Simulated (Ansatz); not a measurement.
## Resistivity from frozen vibrations: Pt(111) with 4 thermally displaced layers, 2x2

Aim: the resistivity of Pt at 180 K from frozen thermal displacements between perfect leads.

Method: Ansatz plane-wave DFT, PBE, PAW files; ballistic transport by layer matching (Landauer), zero bias; PAW set soft_1, in Ansatz 0.2.0.

This is a report of a sequence of runs, with most program output left out.

## (1) Starting point

The cell holds 40 atoms: 40 Pt. Its edges and angles: a = 5.546 Å, b = 5.546 Å, c = 22.699 Å, α = 93.5°, β = 86.5°, γ = 120.0°. It derives from Pt. Regions: lead, 24 atoms (24 Pt); scattering region, 16 atoms (16 Pt). The structure is stacked along c, and the current runs across the ab planes.

## (2) With 4 displaced layers

Each atom of 4 layers is moved at random, by amounts drawn from a normal law 0.0494 Å wide in each direction from the Debye model (240 K) at 180 K. The layers about the cell's end stay perfect and serve as the lead. Disorder leaves little or no symmetry, which makes such runs dear. Energies from -0.05 to 0.05 eV in steps of 0.05 eV are too few for the program's thermal sum, so it prints no conductance; for a metal the transmission near the Fermi level serves, at a fraction of the cost.

input.yaml reads:

```yaml
crystal:
  lattice:
    - [5.5462627489, 0.0, 0.0]
    - [-2.7731313745, 4.8032044366, 0.0]
    - [1.3865656872, -0.8005340728, 22.6425228571]
  atoms:
    - { symbol: Pt, position: [0.9916666667, 0.0083333333, 0.05] }
    - { symbol: Pt, position: [0.9916666667, 0.5083333333, 0.05] }
    - { symbol: Pt, position: [0.4916666667, 0.0083333333, 0.05] }
    - { symbol: Pt, position: [0.4916666667, 0.5083333333, 0.05] }
    - { symbol: Pt, position: [0.1416666667, 0.3583333333, 0.15] }
    - { symbol: Pt, position: [0.1416666667, 0.8583333333, 0.15] }
    - { symbol: Pt, position: [0.6416666667, 0.3583333333, 0.15] }
    - { symbol: Pt, position: [0.6416666667, 0.8583333333, 0.15] }
[... 28 atom lines left out ...]
    - { symbol: Pt, position: [0.8416666667, 0.1583333333, 0.95] }
    - { symbol: Pt, position: [0.8416666667, 0.6583333333, 0.95] }
    - { symbol: Pt, position: [0.3416666667, 0.1583333333, 0.95] }
    - { symbol: Pt, position: [0.3416666667, 0.6583333333, 0.95] }
kpoints:
  mp_grid: { grid: [5, 5, 1] }
hamiltonian:
  xc: pbe
  pseudopotentials: { kind: paw, azcp: { folder: soft_1 } }
scf:
  occupations: { method: fermi_dirac, width: 0.1 }
output:
  transmission:
    leads: [[0, 4]]
    kmesh: [10, 10]
    e_range: [-0.05, 0.05]
    de: 0.05
  write_potential: true
  write_density: true
  volumetric_format: npy
  elf: true
```

Command:

```sh
$ ansatz run input.yaml --threads 4 --pin off --max-ram 15360MiB --backend cpu --events-out ev --progress --plain --runs-dir out
```

The job ended after 9.3 min (4 threads of Arm Neoverse V1, shared host; peak memory 5.7 GiB; 36 min of CPU time).

This step gave:

```yaml
free_energy: -500987.6083 eV
energy_at_zero_smearing: -500986.4893 eV
fermi_energy: 23.43 eV
cell_area: 26.64 Å²
transmission_per_spin_nearest_the_fermi_level: 6.203
open_channels_per_spin_nearest_the_fermi_level: 6.89
step_of_the_lead_s_potential: 8.9 meV
```

Per spin. Table of transmission, zone mean by energy, zero at the Fermi level:

```
energy (eV)  transmission, zone mean
    -0.0500                     6.44
     0.0000                     6.20
     0.0500                     5.78
```

Per spin. The open channels, zone mean, lead by energy, zero at the Fermi level:

```
energy (eV)  open channels, zone mean, lead
    -0.0500                            7.16
     0.0000                            6.89
     0.0500                            6.21
```

Transmission over k1 and k2. At 0.0000 eV from the Fermi level.

Ten even steps from '0' (2.99) to '9' (8.81):
```
9844489101
3485584300
3458185431
9451661549
9888616888
9945166154
3134581854
3003485584
9101984448
9934999439
```
Columns: k1 (b1) from -0.5 to 0.4; rows upwards: k2 (b2) from -0.5 to 0.4.

Open channels over k1 and k2. At 0.0000 eV from the Fermi level.

Ten even steps from '_' (3.0) to '@' (10.0):
```
@@##======##@@..__..
====##++++##====____
====++%%..%%++====..
@@==++..%%%%..++==@@
@@####%%%%::%%%%####
@@@@==++..%%%%..++==
==..====++%%..%%++==
==____====##++++##==
@@..__..@@##======##
@@@@====@@@@@@====@@
```
Columns: k1 (b1) from -0.5 to 0.4; rows upwards: k2 (b2) from -0.5 to 0.4.

Electrostatic potential energy in the ca plane at fractional y = 0.419, with atoms of Pt within 0.2 Å of it. With pseudopotentials it is smooth inside the atoms' cores, unlike the true potential.

Values in eV, 8 rows by 16 columns, each cell a mean:
```
 22  24  16  21 -10   6   9   6  20  12  23  14  20 -16  -2  19
 -9  22  19  22  -1  10  17  17  17  -3  20   3  19  21  22  -4
-40  16  24  25  23  22 -19 -24  21  17  24  19  22  -1  12   2
 -9  21  22  25  20  22 -19 -29  22  24  26  24  20 -36 -15  22
 22  24  16  21  -8   8  17  13  19   8  24  21  22 -16  -2  19
 -9  22  19  22  -5   8  21  22  16  -2  22  14  22  21  22  -4
-40  16  24  25  22  21 -15 -13  22  20  25  21  22  -1  12   2
 -9  21  22  25  19  20 -26 -29  23  24  26  24  19 -36 -15  22
```
Columns run along c (16.0 Å, from fractional 0.15 to 0.85 of the cell; values clipped at the 3rd and 97th percentile), rows up along a (5.5 Å). Atoms in or near the plane, at fractional coordinates: Pt at (0.45, 0.07), Pt at (0.45, 0.60), Pt at (0.75, 0.04), Pt at (0.75, 0.54).

ELF in the ca plane at fractional y = 0.419, with atoms of Pt within 0.2 Å of it. It is the smooth field of the valence electrons, not physical close to the nuclei.

Ten even steps from '0' (0.13) to '9' (0.59), each cell a mean:
```
22211233222477533467632223321123322389974222
22211233223578742233322245532234432246643334
56421233222477632233322367532235642123322358
99732222211244322366532245532234532122222369
99842222100122223699852223321123322245432357
99832222100022223799962222210012222379863234
77522222211122223799962222210012222489984222
33211233222354322478742222210012222489984222
22111233223577632233322345421122222368863222
33211233223578742222212367532223322234432346
78522233222467532223212356532223431122222369
99832222111233223467532234421123322223322369
99842222100122223799852222210012222367743346
89732222100122223799962222100012222489974222
45422222211243223799962222210012222489984222
```
Columns run along c (16.0 Å, from fractional 0.15 to 0.85 of the cell), rows up along a (5.5 Å). Atoms in or near the plane, at fractional coordinates: Pt at (0.45, 0.07), Pt at (0.45, 0.60), Pt at (0.75, 0.04), Pt at (0.75, 0.54).

Valence density in the ca plane at fractional y = 0.419, with atoms of Pt within 0.2 Å of it. It is the smooth field of the valence electrons, not physical close to the nuclei.

Ten even steps from '0' (0 e/Å³) to '9' (11 e/Å³), each cell a mean:
```
00000000000012100022100000000000000026630000
00000000000133200000000001000000000001100000
11000000000022100000000011100001100000000012
54200000000000000011100001100000000000000014
87300000000000000156410000000000000001100012
66300000000000000279720000000000000025420000
22100000000000000268620000000000000148840000
00000000000000000023200000000000000038840000
00000000000022100000000001000000000013310000
00000000000133100000000012100000000000000001
32100000000012100000000011100000000000000014
76200000000000000022100000000000000000000013
77300000000000000267410000000000000012210001
44200000000000000389610000000000000037630000
11000000000000000268510000000000000148841000
```
Columns run along c (16.0 Å, from fractional 0.15 to 0.85 of the cell), rows up along a (5.5 Å). Atoms in or near the plane, at fractional coordinates: Pt at (0.45, 0.07), Pt at (0.45, 0.60), Pt at (0.75, 0.04), Pt at (0.75, 0.54).

Over the solved energies the transmission per spin lies between 5.78 and 6.44, out of 6.75 channels of the lead on average (up to 7.16).

## (3) With 8 displaced layers

Each atom of 8 layers is moved at random, by amounts drawn from a normal law 0.0494 Å wide in each direction from the Debye model (240 K) at 180 K. A fresh draw is used; the growth of the resistance with length is what counts.

System of this step: Pt(111) with 8 thermally displaced layers, 2x2. The cell holds 56 atoms: 56 Pt. Cell: a = 5.546 Å, b = 5.546 Å, c = 31.740 Å, α = 87.5°, β = 92.5°, γ = 120.0°. It derives from Pt. Regions: lead, 24 atoms (24 Pt); scattering region, 32 atoms (32 Pt). The structure is stacked along c, and the current runs across the ab planes.

input.yaml reads:

```yaml
crystal:
  lattice:
    - [5.5462627489, 0.0, 0.0]
    - [-2.7731313745, 4.8032044366, 0.0]
    - [-1.3865656872, 0.8005340728, 31.6995319999]
  atoms:
    - { symbol: Pt, position: [0.005952381, 0.994047619, 0.0357142857] }
    - { symbol: Pt, position: [0.005952381, 0.494047619, 0.0357142857] }
    - { symbol: Pt, position: [0.505952381, 0.994047619, 0.0357142857] }
    - { symbol: Pt, position: [0.505952381, 0.494047619, 0.0357142857] }
    - { symbol: Pt, position: [0.1845238095, 0.3154761905, 0.1071428571] }
    - { symbol: Pt, position: [0.1845238095, 0.8154761905, 0.1071428571] }
    - { symbol: Pt, position: [0.6845238095, 0.3154761905, 0.1071428571] }
    - { symbol: Pt, position: [0.6845238095, 0.8154761905, 0.1071428571] }
[... 44 atom lines left out ...]
    - { symbol: Pt, position: [0.3273809524, 0.1726190476, 0.9642857143] }
    - { symbol: Pt, position: [0.3273809524, 0.6726190476, 0.9642857143] }
    - { symbol: Pt, position: [0.8273809524, 0.1726190476, 0.9642857143] }
    - { symbol: Pt, position: [0.8273809524, 0.6726190476, 0.9642857143] }
kpoints:
  mp_grid: { grid: [5, 5, 1] }
hamiltonian:
  xc: pbe
  pseudopotentials: { kind: paw, azcp: { folder: soft_1 } }
scf:
  occupations: { method: fermi_dirac, width: 0.1 }
output:
  transmission:
    leads: [[0, 4]]
    kmesh: [10, 10]
    e_range: [-0.05, 0.05]
    de: 0.05
  write_potential: true
  write_density: true
  volumetric_format: npy
```

Wall time 17 min (4 threads); peak memory 9.6 GiB.

This step gave:

- free energy: -701382.1762 eV
- energy at zero smearing: -701380.6242 eV
- transmission per spin nearest the Fermi level: 5.578
- step of the lead's potential: 3.5 meV

Per spin. The transmission, zone mean by energy, zero at the Fermi level:

```
energy (eV)  transmission, zone mean
    -0.0500                     5.77
     0.0000                     5.58
     0.0500                     5.25
```

Over the solved energies the transmission per spin lies between 5.25 and 5.77, out of 6.75 channels of the lead on average (up to 7.14).

## (4) With 12 displaced layers

Each atom of 12 layers is moved at random, by amounts drawn from a normal law 0.0494 Å wide in each direction from the Debye model (240 K) at 180 K. A fresh draw is used; the growth of the resistance with length is what counts.

System of this step: Pt(111) with 12 thermally displaced layers, 2x2. The cell holds 72 atoms: 72 Pt. Cell: a = 5.546 Å, b = 5.546 Å, c = 40.757 Å, α = 90.0°, β = 90.0°, γ = 120.0°. It derives from Pt. Regions: lead, 24 atoms (24 Pt); scattering region, 48 atoms (48 Pt). The structure is stacked along c, and the current runs across the ab planes.

input.yaml reads:

```yaml
crystal:
  lattice:
    - [5.5462627489, 0.0, 0.0]
    - [-2.7731313745, 4.8032044366, 0.0]
    - [0.0, 0.0, 40.7565411427]
  atoms:
    - { symbol: Pt, position: [0.0, 0.0, 0.0277777778] }
    - { symbol: Pt, position: [0.0, 0.5, 0.0277777778] }
    - { symbol: Pt, position: [0.5, 0.0, 0.0277777778] }
    - { symbol: Pt, position: [0.5, 0.5, 0.0277777778] }
    - { symbol: Pt, position: [0.1666666667, 0.3333333333, 0.0833333333] }
    - { symbol: Pt, position: [0.1666666667, 0.8333333333, 0.0833333333] }
    - { symbol: Pt, position: [0.6666666667, 0.3333333333, 0.0833333333] }
    - { symbol: Pt, position: [0.6666666667, 0.8333333333, 0.0833333333] }
[... 60 atom lines left out ...]
    - { symbol: Pt, position: [0.3333333333, 0.1666666667, 0.9722222222] }
    - { symbol: Pt, position: [0.3333333333, 0.6666666667, 0.9722222222] }
    - { symbol: Pt, position: [0.8333333333, 0.1666666667, 0.9722222222] }
    - { symbol: Pt, position: [0.8333333333, 0.6666666667, 0.9722222222] }
kpoints:
  mp_grid: { grid: [5, 5, 1] }
hamiltonian:
  xc: pbe
  pseudopotentials: { kind: paw, azcp: { folder: soft_1 } }
scf:
  occupations: { method: fermi_dirac, width: 0.1 }
output:
  transmission:
    leads: [[0, 4]]
    kmesh: [10, 10]
    e_range: [-0.05, 0.05]
    de: 0.05
  write_potential: true
  write_density: true
  volumetric_format: npy
```

Wall time 30 min (4 threads); peak memory 8.4 GiB.

Numbers from this step:

| Quantity | Value |
| --- | --- |
| free energy | -901776.4029 eV |
| energy at zero smearing | -901774.3834 eV |
| transmission per spin nearest the Fermi level | 4.767 |
| step of the lead's potential | 11.9 meV |

Per spin. Table of transmission, zone mean by energy, zero at the Fermi level:

| energy (eV) | transmission, zone mean |
| --- | --- |
| -0.0500 | 4.96 |
| 0.0000 | 4.77 |
| 0.0500 | 4.59 |

Over the solved energies the transmission per spin lies between 4.59 and 4.96, out of 6.71 channels of the lead on average (up to 7.04).

## (5) The fit

This step: Ansatz plane-wave DFT, PBE, PAW files; ballistic transport by layer matching (Landauer), zero bias; resistivity from the slope of the area resistance; PAW set soft_1 (Ansatz 0.2.0).

Numbers from this step:

- resistivity: 8.713 µΩ cm
- intercept: -0.03428 fΩ m²
- scatter about the fit: 0.008436 fΩ m²

Resistance, by row:

| run | length (Å) | T | channels N | RA (fΩ m²) |
| --- | --- | --- | --- | --- |
| n4 | 9.057 | 6.143 | 6.753 | 0.0506 |
| n8 | 18.11 | 5.534 | 6.747 | 0.1116 |
| n12 | 27.17 | 4.771 | 6.713 | 0.2084 |

Area resistance against length of the displaced region:

```
length of the displaced region (Å)  area resistance (fΩ m²)
                              9.06                   0.0506
                             18.11                    0.112
                             27.17                    0.208
```

The area resistance goes from 0.051 to 0.21 fΩ m² between 9.1 and 27.2 Å, a slope of 8.7 µΩ cm.

By hand from the end points: (0.2084 − 0.05060) fΩ m² / (27.17 − 9.06) Å = 8.7 µΩ cm, since 1 fΩ m² per Å is 1000 µΩ cm.

## (6) Summary of results

```json
{
  "resistivity from the slope": "8.71 µΩ cm",
  "area resistance over 9.06 Å": "0.0506 fΩ m²",
  "area resistance over 18.1 Å": "0.112 fΩ m²",
  "area resistance over 27.2 Å": "0.208 fΩ m²"
}
```

**Reading.** The slope gives 8.7 µΩ cm. The points scatter by 0.0084 fΩ m² about the line, with one random draw a length in a 2x2 cell, so the slope is a rough value. The mean square of the displacements drawn is 0.78, 0.99 and 1.2 of the nominal one at the three lengths; with each resistance scaled back by that, the slope is 6.2 µΩ cm, the value used below. Read with a model of isotropic scattering on a spherical Fermi surface and the lead's 2.0×10¹⁵ S/m², this slope means a mean free path near 68 Å; over these lengths the model's slope is 1.10 times its bulk resistivity, which would be 5.6 µΩ cm. Uncorrelated displacements put too much weight on short waves, which scatter strongly; with the sideways repeat of a small cell, one draw and three short lengths, the method is good to a factor of two or three. Spin-orbit coupling is left out, which matters for Pt.

[Logs are printed without paths, hosts, clocks, repeated set-up lines and the standing remarks that a program may print on its own settings, such as how far it seeks lower states.]

[Hosts, paths, dates, database ids (printed as entryN), source tags and the programs' standing remarks are cut or masked in the printed files.]
